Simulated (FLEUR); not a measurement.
## Fixed-spin-moment curve of MnHg with FLEUR

Wanted: E(M) for MnHg, with its minima.

Method: PBE; all-electron FLAPW, Dirac cores, scalar-relativistic bands, in FLEUR MaX-R8.1.

**1. Starting point**

It takes space group Pm-3m (No. 221, cubic). Conventional cell: a = 3.315 Å, b = 3.315 Å, c = 3.315 Å, α = 90.00°, β = 90.00°, γ = 90.00°. Nearest to Mn lie 8 Hg at 2.87 Å. Hg has 8 Mn at 2.87 Å nearest. Farther neighbours are not listed.

**2. Unconstrained state**

The free run tells which range of moments is worth scanning.

inpgen writes inp.xml from crystal.txt; cutoffs, mixing, functional, smearing and local orbitals are then set in the file. The k list default-1 (kpts.xml, not shown) is a Γ-centred 10×10×10 mesh; where the ranks do not divide the number of points, some are split in two of half the weight.

File inp.xml:

```
<?xml version="1.0" encoding="UTF-8" standalone="no"?>
<fleurInput fleurInputVersion="0.39">
   <comment>
      MnHg
   </comment>
   <calculationSetup>
      <cutoffs Kmax="3.6" Gmax="10.8" GmaxXC="10.8" numbands="0"/>
      <scfLoop itmax="120" minDistance="0.00002" maxIterBroyd="15" imix="Anderson" alpha="0.05" precondParam="0.0" spinf="2.0" sdNocoIR="T"/>
      <coreElectrons ctail="T" frcor="F" kcrel="0" coretail_lmax="0"/>
      <xcFunctional name="pbe" relativisticCorrections="F"/>
      <magnetism jspins="2"/>
      <soc l_soc="F" theta="0.0" phi="0.0" spav="F"/>
      <expertModes spex="0" secvar="F"/>
      <geometryOptimization l_f="F" forcealpha="1.0" forcemix="BFGS" epsdisp="0.00001" epsforce="0.00001"/>
      <ldaU l_linMix="F" mixParam="0.05" spinf="1.0"/>
   </calculationSetup>
   <cell>
      <bzIntegration valenceElectrons="33.0" mode="hist" fermiSmearingEnergy="0.00183747">
         <kPointListSelection listName="default-1"/>
         <xi:include xmlns:xi="http://www.w3.org/2001/XInclude" href="kpts.xml"> </xi:include>
      </bzIntegration>
      <xi:include xmlns:xi="http://www.w3.org/2001/XInclude" href="sym.xml"> </xi:include>
      <bulkLattice scale="1.0">
         <bravaisMatrix>
            <row-1>    6.2644421030489994     0.0000000000000000     0.0000000000000000</row-1>
            <row-2>    0.0000000000000000     6.2644421030489994     0.0000000000000000</row-2>
            <row-3>    0.0000000000000000     0.0000000000000000     6.2644421030489994</row-3>
         </bravaisMatrix>
      </bulkLattice>
   </cell>
   <atomSpecies>
      <species name="Manganese 3.501" element="Mn" atomicNumber="25">
         <mtSphere radius="2.64" gridPoints="873" logIncrement="0.014"/>
         <atomicCutoffs lmax="10" lnonsphr="8"/>
         <electronConfig flipSpins="F">
            <coreConfig>(1s1/2) (2s1/2) (2p1/2) (2p3/2)</coreConfig>
            <valenceConfig>(3s1/2) (3p1/2) (3p3/2) (4s1/2) (3d3/2) (3d5/2)</valenceConfig>
            <stateOccupation state="(3d3/2)" spinUp="1.2505" spinDown="0.7495"/>
            <stateOccupation state="(3d5/2)" spinUp="3.0" spinDown="0.0"/>
         </electronConfig>
         <energyParameters s="4" p="4" d="3" f="4"/>
         <lo type="SCLO" l="0" n="3" eDeriv="0"/>
         <lo type="SCLO" l="1" n="3" eDeriv="0"/>
      </species>
      <species name="Mercury (Hg)" element="Hg" atomicNumber="80">
         <mtSphere radius="2.64" gridPoints="873" logIncrement="0.015"/>
         <atomicCutoffs lmax="10" lnonsphr="8"/>
         <electronConfig flipSpins="F">
            <coreConfig>(1s1/2) (2s1/2) (2p1/2) (2p3/2) (3s1/2) (3p1/2) (3p3/2) (4s1/2) (3d3/2) (3d5/2) (4p1/2) (4p3/2) (5s1/2) (4d3/2) (4d5/2) (4f5/2) (4f7/2)</coreConfig>
            <valenceConfig>(5p1/2) (5p3/2) (6s1/2) (5d3/2) (5d5/2)</valenceConfig>
         </electronConfig>
         <energyParameters s="6" p="6" d="5" f="5"/>
         <lo type="SCLO" l="1" n="5" eDeriv="0"/>
      </species>
   </atomSpecies>
   <atomGroups>
      <atomGroup species="Manganese 3.501">
         <relPos label="                   1">1.000/2.000 1.000/2.000 1.000/2.000</relPos>
         <force calculate="T" relaxXYZ="TTT"/>
      </atomGroup>
      <atomGroup species="Mercury (Hg)">
         <relPos label="                   2">.0000000000 .0000000000 .0000000000</relPos>
         <force calculate="T" relaxXYZ="TTT"/>
      </atomGroup>
   </atomGroups>
   <output dos="F" band="F" slice="F">
      <bandDOS minEnergy="-.5*Htr" maxEnergy="0.5*Htr" sigma="0.015" storeEVData="T"/>
      <plotting iplot="0" polar="F">
         <plot TwoD="T" vec1="  1.0  0.0  0.0" vec2="  0.0  1.0  0.0" vec3="  0.0  0.0  1.0" zero="  0.0  0.0  0.0" file="plot"/>
      </plotting>
      <moessbauerParams electricFieldGradient="F" isomerShift="F" coreHyperfine="F" valenceHyperfine="F"/>
   </output>
</fleurInput>
```

File crystal.txt:

```
MnHg
&input film=F cartesian=F /
3.31500000000  0.00000000000  0.00000000000
0.00000000000  3.31500000000  0.00000000000
0.00000000000  0.00000000000  3.31500000000
1.8897261246
1.0 1.0 1.0

2
25 0.50000000000  0.50000000000  0.50000000000 : 3.501
80 0.00000000000  0.00000000000  0.00000000000

&kpt div1=10 div2=10 div3=10 gamma=T /
```

Run with:

```bash
> OMP_NUM_THREADS=1 inpgen -f crystal.txt > inpgen.log  # inp.xml is then edited as shown
> OMP_NUM_THREADS=1 mpirun -n 4 fleur_MPI > fleur.log
```

The log of the run:

```text
Welcome to FLEUR        (www.flapw.de)
      MaX-Release 8.1          (www.max-centre.eu)

 ========== k-point set info ==========
 Selected k-point list: default-1
 k-point list type: mesh
 10 x 10 x 10
 Number of k points: 56

 ------------Calculation Setup---------------------------
 Number of MPI-tasks      :            4
 Number of PE/node        :            4
 Number of OMP-threads    :            1
 k-points in parallel     :            4
 pe's per k-point         :            1
 No of k-point loops      :           14
 Eigenvalue solver        :       lapack
 Number of basis functions:          220
 Approximate size of matrices (H+S) per k-point:         0.001 GB
 --------------------------------------------------------
 Iteration:     1   Distance:      17.98824766 me/bohr^3
 Iteration:     2   Distance:      13.67591592 me/bohr^3
 Iteration:     3   Distance:       8.16936681 me/bohr^3
 Iteration:     4   Distance:       5.25819020 me/bohr^3
 Iteration:     5   Distance:       4.37713789 me/bohr^3
 Iteration:     6   Distance:       3.39592403 me/bohr^3
 Iteration:     7   Distance:       2.02818696 me/bohr^3
 Iteration:     8   Distance:       1.21116100 me/bohr^3
 Iteration:     9   Distance:       1.07030960 me/bohr^3
 Iteration:    10   Distance:       0.43525188 me/bohr^3
 Iteration:    11   Distance:       0.28754424 me/bohr^3
 Iteration:    12   Distance:       0.05546405 me/bohr^3
 Iteration:    13   Distance:       0.05600663 me/bohr^3
 Iteration:    14   Distance:       0.00932571 me/bohr^3
 Iteration:    15   Distance:       0.00932514 me/bohr^3
 Iteration:    16   Distance:       0.00897204 me/bohr^3
 Iteration:    17   Distance:       0.00335785 me/bohr^3
 Iteration:    18   Distance:       0.00137390 me/bohr^3
 Iteration:    19   Distance:       0.00079679 me/bohr^3
 Iteration:    20   Distance:       0.00051621 me/bohr^3
 Iteration:    21   Distance:       0.00074710 me/bohr^3
 Iteration:    22   Distance:       0.00012515 me/bohr^3
 Iteration:    23   Distance:       0.00002612 me/bohr^3
 Iteration:    24   Distance:       0.00003815 me/bohr^3
 Iteration:    25   Distance:       0.00000656 me/bohr^3

 ********************************************************************
 Run finished successfully
 Stop message:
   all done
 ********************************************************************

--- out.xml (last complete iteration) ---
<iteration numberForCurrentRun="   25" overallNumber="   25">
         [... left out ...]
         <bandgap value="0.0068138526" units="eV"/>
         <sumValenceSingleParticleEnergies value="-23.7796548136" units="Htr"/>
         <FermiEnergy value="0.3209925257" units="Htr"/>
         <valenceDensity>
            <mtCharges spin="1">
               <mtCharge atomType="1" total="9.0059252" s="1.2158102" p="3.2036679" d="4.5680260" f="0.0133522"/>
               <mtCharge atomType="2" total="8.3360781" s="0.3966050" p="3.2371162" d="4.6838066" f="0.0144638"/>
            </mtCharges>
            <mtCharges spin="2">
               <mtCharge atomType="1" total="5.0746779" s="1.1782244" p="3.1883549" d="0.6899958" f="0.0131295"/>
               <mtCharge atomType="2" total="8.3799313" s="0.4404536" p="3.2974475" d="4.6346025" f="0.0059393"/>
            </mtCharges>
            <spinDependentCharge spin="1" total="18.4513672" interstitial="1.1093640" mtSpheres="17.3420033"/>
            <spinDependentCharge spin="2" total="14.5486328" interstitial="1.0940236" mtSpheres="13.4546091"/>
            <totalCharge value="33.0000000000"/>
         </valenceDensity>
         [... left out ...]
         <allElectronCharges>
            <spinDependentCharge spin="1" total="54.4513672" interstitial="1.1094456" mtSpheres="53.3419217"/>
            <spinDependentCharge spin="2" total="50.5486328" interstitial="1.0941061" mtSpheres="49.4545267"/>
            <totalCharge value="104.9999999948"/>
         </allElectronCharges>
         <magneticMomentsInMTSpheres units="muBohr">
            <globalMagMoment atomType="1" vec="0.00000   0.00000   3.93125"/>
            <localMagMoment atomType="1" vec="0.00000   0.00000   3.93125"/>
            <globalMagMoment atomType="2" vec="0.00000   0.00000  -0.04385"/>
            <localMagMoment atomType="2" vec="0.00000   0.00000  -0.04385"/>
         </magneticMomentsInMTSpheres>
         <moessbauerParams unitsHFF="kG" unitsIS="e/bohr^3" unitsEFG="Htr/bohr^2">
         </moessbauerParams>
         <totalEnergy value="   -20820.4443374215" units="Htr">
            <sumOfEigenvalues value="   -12785.0770389613">
               <coreElectrons value="-12761.2973841478"/>
               <valenceElectrons value="-23.7796548136"/>
            </sumOfEigenvalues>
            <densityCoulombPotentialIntegral value="-36090.5527811276"/>
            <densityEffectivePotentialIntegral value="-36647.6065632983"/>
            <chargeDenXCDenIntegral value="-426.0814283803"/>
            <FockExchangeEnergyValence value="0.0000000000"/>
            <FockExchangeEnergyCore value="0.0000000000"/>
            <atomTypeDependentContributions atomType="1">
               <electronNucleiInteractionDifferentMTs value="1382.0338565443"/>
               <MadelungTerm value="-8.4053379823"/>
            </atomTypeDependentContributions>
            <atomTypeDependentContributions atomType="2">
               <electronNucleiInteractionDifferentMTs value="24789.1243152597"/>
               <MadelungTerm value="-32.0525330280"/>
            </atomTypeDependentContributions>
            <tkbTimesEntropy value="0.0005847187"/>
            <freeEnergy value="-20820.4449221402"/>
            <extrapolationTo0K value="-20820.4446297808"/>
         </totalEnergy>
         <densityConvergence units="me/bohr^3">
            <chargeDensity spin="1" distance="0.0000017752"/>
            <chargeDensity spin="2" distance="0.0000051437"/>
            <overallChargeDensity distance="0.0000040239"/>
            <spinDensity distance="0.0000065594"/>
         </densityConvergence>
      </iteration>
```

Wall time 32 s (4 MPI ranks of Intel Xeon Platinum 8259CL at 2.50GHz (Skylake/Cascade Lake), shared host); peak memory 0.27 GiB; 2.1 min of CPU time.

Read from the output:

* free energy: -566553.1686 eV
* program's band gap on this mesh (in a metal only a level spacing): 0.006814 eV
* magnetization: 3.903 μB
* final state: ferromagnetic
* largest moment: 3.931 μB

After 25 cycles the largest moment stands at 3.93 μB.

**3. No spin polarisation**

Edit inp.xml of step 2 so:

```diff
@@ -10,3 +10,3 @@
       <xcFunctional name="pbe" relativisticCorrections="F"/>
-      <magnetism jspins="2"/>
+      <magnetism jspins="1"/>
       <soc l_soc="F" theta="0.0" phi="0.0" spav="F"/>
@@ -31,3 +31,3 @@
    <atomSpecies>
-      <species name="Manganese 3.501" element="Mn" atomicNumber="25">
+      <species name="Manganese (Mn)" element="Mn" atomicNumber="25">
          <mtSphere radius="2.64" gridPoints="873" logIncrement="0.014"/>
@@ -37,4 +37,4 @@
             <valenceConfig>(3s1/2) (3p1/2) (3p3/2) (4s1/2) (3d3/2) (3d5/2)</valenceConfig>
-            <stateOccupation state="(3d3/2)" spinUp="1.2505" spinDown="0.7495"/>
-            <stateOccupation state="(3d5/2)" spinUp="3.0" spinDown="0.0"/>
+            <stateOccupation state="(3d3/2)" spinUp="1.000000" spinDown="1.000000"/>
+            <stateOccupation state="(3d5/2)" spinUp="1.500000" spinDown="1.500000"/>
          </electronConfig>
@@ -56,3 +56,3 @@
    <atomGroups>
-      <atomGroup species="Manganese 3.501">
+      <atomGroup species="Manganese (Mn)">
          <relPos label="                   1">1.000/2.000 1.000/2.000 1.000/2.000</relPos>
```

Edit crystal.txt of step 2 so:

```diff
@@ -9,3 +9,3 @@
 2
-25 0.50000000000  0.50000000000  0.50000000000 : 3.501
+25 0.50000000000  0.50000000000  0.50000000000
 80 0.00000000000  0.00000000000  0.00000000000
```

The log of the run:

```text
[banner, memory and clock lines left out]
Welcome to FLEUR        (www.flapw.de)
      MaX-Release 8.1          (www.max-centre.eu)

 ========== k-point set info ==========
 Selected k-point list: default-1
 k-point list type: mesh
 10 x 10 x 10
 Number of k points: 56

 [... set-up left out ...]
 Iteration:     1   Distance:      24.09465998 me/bohr^3
 Iteration:     2   Distance:      15.65888875 me/bohr^3
 Iteration:     3   Distance:       9.73929886 me/bohr^3
 Iteration:     4   Distance:       8.39385652 me/bohr^3
 Iteration:     5   Distance:       8.44884258 me/bohr^3
 Iteration:     6   Distance:       4.45729409 me/bohr^3
 Iteration:     7   Distance:       2.70539397 me/bohr^3
 Iteration:     8   Distance:       0.57434821 me/bohr^3
 Iteration:     9   Distance:       0.36018704 me/bohr^3
 Iteration:    10   Distance:       0.07580233 me/bohr^3
 Iteration:    11   Distance:       0.09846856 me/bohr^3
 Iteration:    12   Distance:       0.00190092 me/bohr^3
 Iteration:    13   Distance:       0.00619996 me/bohr^3
 Iteration:    14   Distance:       0.00053902 me/bohr^3
 Iteration:    15   Distance:       0.00001851 me/bohr^3

 ********************************************************************
 Run finished successfully
 Stop message:
   all done
 ********************************************************************

--- out.xml (last complete iteration) ---
<iteration numberForCurrentRun="   15" overallNumber="   15">
         [... left out ...]
         <bandgap value="0.0077968720" units="eV"/>
         <sumValenceSingleParticleEnergies value="-23.8716935231" units="Htr"/>
         <FermiEnergy value="0.2917908386" units="Htr"/>
         [... left out ...]
         <totalEnergy value="   -20820.3900634966" units="Htr">
            <sumOfEigenvalues value="   -12786.0610956225">
               <coreElectrons value="-12762.1894020994"/>
               <valenceElectrons value="-23.8716935231"/>
            </sumOfEigenvalues>
         [... left out ...]
            <freeEnergy value="-20820.3916956655"/>
            <extrapolationTo0K value="-20820.3908795811"/>
         </totalEnergy>
         <densityConvergence units="me/bohr^3">
            <chargeDensity spin="1" distance="0.0000185054"/>
         </densityConvergence>
      </iteration>
```

Wall time 13 s (4 MPI ranks); peak memory 0.24 GiB; 53 s of CPU time.

Read from the output:

- free energy: -566551.7202 eV
- program's band gap on this mesh (in a metal only a level spacing): 0.007797 eV
- final state: non-magnetic (no spin polarisation)

Its energy lies +1448.4 meV a cell from the free run's.

**4. Moment fixed at 3.952 μB**

Two Fermi energies hold the total moment; the run starts from the free run's density.

Edit inp.xml of step 3 so:

```diff
@@ -10,3 +10,3 @@
       <xcFunctional name="pbe" relativisticCorrections="F"/>
-      <magnetism jspins="1"/>
+      <magnetism jspins="2" fixed_moment="3.952"/>
       <soc l_soc="F" theta="0.0" phi="0.0" spav="F"/>
@@ -31,3 +31,3 @@
    <atomSpecies>
-      <species name="Manganese (Mn)" element="Mn" atomicNumber="25">
+      <species name="Manganese 3.501" element="Mn" atomicNumber="25">
          <mtSphere radius="2.64" gridPoints="873" logIncrement="0.014"/>
@@ -37,4 +37,4 @@
             <valenceConfig>(3s1/2) (3p1/2) (3p3/2) (4s1/2) (3d3/2) (3d5/2)</valenceConfig>
-            <stateOccupation state="(3d3/2)" spinUp="1.000000" spinDown="1.000000"/>
-            <stateOccupation state="(3d5/2)" spinUp="1.500000" spinDown="1.500000"/>
+            <stateOccupation state="(3d3/2)" spinUp="1.2505" spinDown="0.7495"/>
+            <stateOccupation state="(3d5/2)" spinUp="3.0" spinDown="0.0"/>
          </electronConfig>
@@ -56,3 +56,3 @@
    <atomGroups>
-      <atomGroup species="Manganese (Mn)">
+      <atomGroup species="Manganese 3.501">
          <relPos label="                   1">1.000/2.000 1.000/2.000 1.000/2.000</relPos>
```

Run with:

```bash
> OMP_NUM_THREADS=1 mpirun -n 4 fleur_MPI > fleur.log
```

The log of the run:

```text
[banner, memory and clock lines left out]
Welcome to FLEUR        (www.flapw.de)
      MaX-Release 8.1          (www.max-centre.eu)

 ========== k-point set info ==========
 Selected k-point list: default-1
 k-point list type: mesh
 10 x 10 x 10
 Number of k points: 56

 [... set-up left out ...]
 Iteration:     1   Distance:       0.46960738 me/bohr^3
 Iteration:     2   Distance:       0.45137073 me/bohr^3
 Iteration:     3   Distance:       0.27539186 me/bohr^3
 Iteration:     4   Distance:       0.02605702 me/bohr^3
 Iteration:     5   Distance:       0.02393507 me/bohr^3
 Iteration:     6   Distance:       0.01280176 me/bohr^3
 Iteration:     7   Distance:       0.00694968 me/bohr^3
 Iteration:     8   Distance:       0.00320765 me/bohr^3
 Iteration:     9   Distance:       0.00295065 me/bohr^3
 Iteration:    10   Distance:       0.00104157 me/bohr^3
 Iteration:    11   Distance:       0.00027055 me/bohr^3
 Iteration:    12   Distance:       0.00011673 me/bohr^3
 Iteration:    13   Distance:       0.00002673 me/bohr^3
 Iteration:    14   Distance:       0.00001765 me/bohr^3

 ********************************************************************
 Run finished successfully
 Stop message:
   all done
 ********************************************************************

--- out.xml (last complete iteration) ---
<iteration numberForCurrentRun="   14" overallNumber="   39">
         [... left out ...]
         <bandgap value="0.0033312297" units="eV"/>
         <sumValenceSingleParticleEnergies value="-11.7825782713" units="Htr"/>
         <bandgap value="0.0063173921" units="eV"/>
         <sumValenceSingleParticleEnergies value="-23.7803862470" units="Htr"/>
         <FermiEnergy value="0.3207646040" units="Htr"/>
         <FixedTotalMoment fermiEnergyUp="0.3235809521" fermiEnergyDown="0.3207646040" units="Htr"/>
         [... left out ...]
         <magneticMomentsInMTSpheres units="muBohr">
            <globalMagMoment atomType="1" vec="0.00000   0.00000   3.96329"/>
            <globalMagMoment atomType="2" vec="0.00000   0.00000  -0.03526"/>
         </magneticMomentsInMTSpheres>
         [... left out ...]
         <totalEnergy value="   -20820.4443665308" units="Htr">
            <sumOfEigenvalues value="   -12785.0548290465">
               <coreElectrons value="-12761.2744427995"/>
               <valenceElectrons value="-23.7803862470"/>
            </sumOfEigenvalues>
         [... left out ...]
            <freeEnergy value="-20820.4449137612"/>
            <extrapolationTo0K value="-20820.4446401460"/>
         </totalEnergy>
         <densityConvergence units="me/bohr^3">
            <chargeDensity spin="1" distance="0.0000033837"/>
            <chargeDensity spin="2" distance="0.0000150842"/>
            <overallChargeDensity distance="0.0000129050"/>
            <spinDensity distance="0.0000176473"/>
         </densityConvergence>
      </iteration>
```

It took 18 s on 4 MPI ranks; peak memory 0.26 GiB; 70 s of CPU time.

Numbers from this step:

* magnetization: 3.952 μB

Its energy lies +0.2 meV a cell from the free run's.

**5. Moment fixed at 3.293 μB**

Edit inp.xml of step 4 so:

```diff
@@ -10,3 +10,3 @@
       <xcFunctional name="pbe" relativisticCorrections="F"/>
-      <magnetism jspins="2" fixed_moment="3.952"/>
+      <magnetism jspins="2" fixed_moment="3.293"/>
       <soc l_soc="F" theta="0.0" phi="0.0" spav="F"/>
```

The log of the run:

```text
[banner, memory and clock lines left out]
Welcome to FLEUR        (www.flapw.de)
      MaX-Release 8.1          (www.max-centre.eu)

 ========== k-point set info ==========
 Selected k-point list: default-1
 k-point list type: mesh
 10 x 10 x 10
 Number of k points: 56

 [... set-up left out ...]
 Iteration:     1   Distance:       6.27772914 me/bohr^3
 Iteration:     2   Distance:       6.05397909 me/bohr^3
 Iteration:     3   Distance:       3.87114569 me/bohr^3
 Iteration:     4   Distance:       0.63115306 me/bohr^3
 Iteration:     5   Distance:       0.62151174 me/bohr^3
[...]
<sumOfEigenvalues value="   -12785.2725582265">
               <coreElectrons value="-12761.5139303588"/>
               <valenceElectrons value="-23.7586278677"/>
            </sumOfEigenvalues>
         [... left out ...]
            <freeEnergy value="-20820.4406309593"/>
            <extrapolationTo0K value="-20820.4403276912"/>
         </totalEnergy>
         <densityConvergence units="me/bohr^3">
            <chargeDensity spin="1" distance="0.0000081876"/>
            <chargeDensity spin="2" distance="0.0000106712"/>
            <overallChargeDensity distance="0.0000123078"/>
            <spinDensity distance="0.0000145031"/>
         </densityConvergence>
      </iteration>
```

Wall time 25 s (4 MPI ranks); peak memory 0.27 GiB; 99 s of CPU time.

Read from the output:

```yaml
magnetization: 3.293 μB
```

Its energy lies +116.8 meV a cell from the free run's.

(Continued in part 2 of 2.)

[Logs and program files are shortened in this print: banners, set-up blocks, solver, clock and traceback lines can be left out without a mark of their own.]

[Logs are printed without paths, hosts, clocks, repeated set-up lines and the standing remarks that a program may print on its own settings, such as how far it seeks lower states.]

[Hosts, paths, dates, database ids (printed as entryN), source tags and the programs' standing remarks are cut or masked in the printed files.]

[Where a cell is said to come from a database of computed structures, the database is the Materials Project.]
